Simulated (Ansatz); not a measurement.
An input for Ansatz 0.2.0 (SiO2 (P3_221)):

```yaml
crystal:
  lattice:
    - [4.91636, 0.0, 0.0]
    - [-2.45818, 4.2576926541, 0.0]
    - [0.0, 0.0, 5.4084]
  atoms:
    - { symbol: Si, position: [0.46973, 0.0, 0.6666666667] }
    - { symbol: Si, position: [0.0, 0.46973, 0.3333333333] }
    - { symbol: Si, position: [0.53027, 0.53027, 0.0] }
    - { symbol: O, position: [0.41354, 0.26758, 0.78558] }
    - { symbol: O, position: [0.73242, 0.14596, 0.4522466667] }
    - { symbol: O, position: [0.85404, 0.58646, 0.1189133333] }
    - { symbol: O, position: [0.26758, 0.41354, 0.21442] }
    - { symbol: O, position: [0.14596, 0.73242, 0.5477533333] }
    - { symbol: O, position: [0.58646, 0.85404, 0.8810866667] }
kpoints:
  mp_grid: { grid: [3, 3, 2] }
hamiltonian:
  xc: pbe
  pseudopotentials: { kind: all_electron }
scf:
  occupations: { method: fixed }
gw:
  n_empty_bands: 472
  ecut_chi: 150.0
  qp_bands: [v6, c3]
  qp_kpoints: [[0, 0, 0]]
  screening: { model: contour_deformation }
```

```sh
ansatz run input.yaml --threads 3 --pin off --max-ram 92160MiB --backend cuda --events-out ev --progress --plain --runs-dir out --devices 1 --max-vram 13GiB
```

How long will it take on 1 × NVIDIA H100 80GB HBM3 (shared by 6 runs) with 3 threads of AMD EPYC 7R13 (Zen 3), shared host, and how much memory?

It took 45 s; on shared hardware allow 22 s to 90 s. Peak host memory was 3.8 GiB. The sizes that set the cost: 34911 plane waves a state, 6 irreducible k points, 517 bands summed, 455 plane waves in the screening and 8 SCF cycles.

The screening grows as filled bands × empty bands × pairs of k points, times the square of the screening basis for the matrix.

[Paths, hosts, dates, memory and timing lines, banners, echoed tables and standing remarks are left out of the program output.]

[Logs are printed without paths, hosts, clocks, repeated set-up lines and the standing remarks that a program may print on its own settings, such as how far it seeks lower states.]

[Runs of the session that timed out or met a known fault of the program may be left out.]

[Cells called generated may have been cut or substituted from an entry of the Crystallography Open Database or the Materials Project.]

[Hosts, paths, dates, database ids (printed as entryN), source tags and the programs' standing remarks are cut or masked in the printed files.]
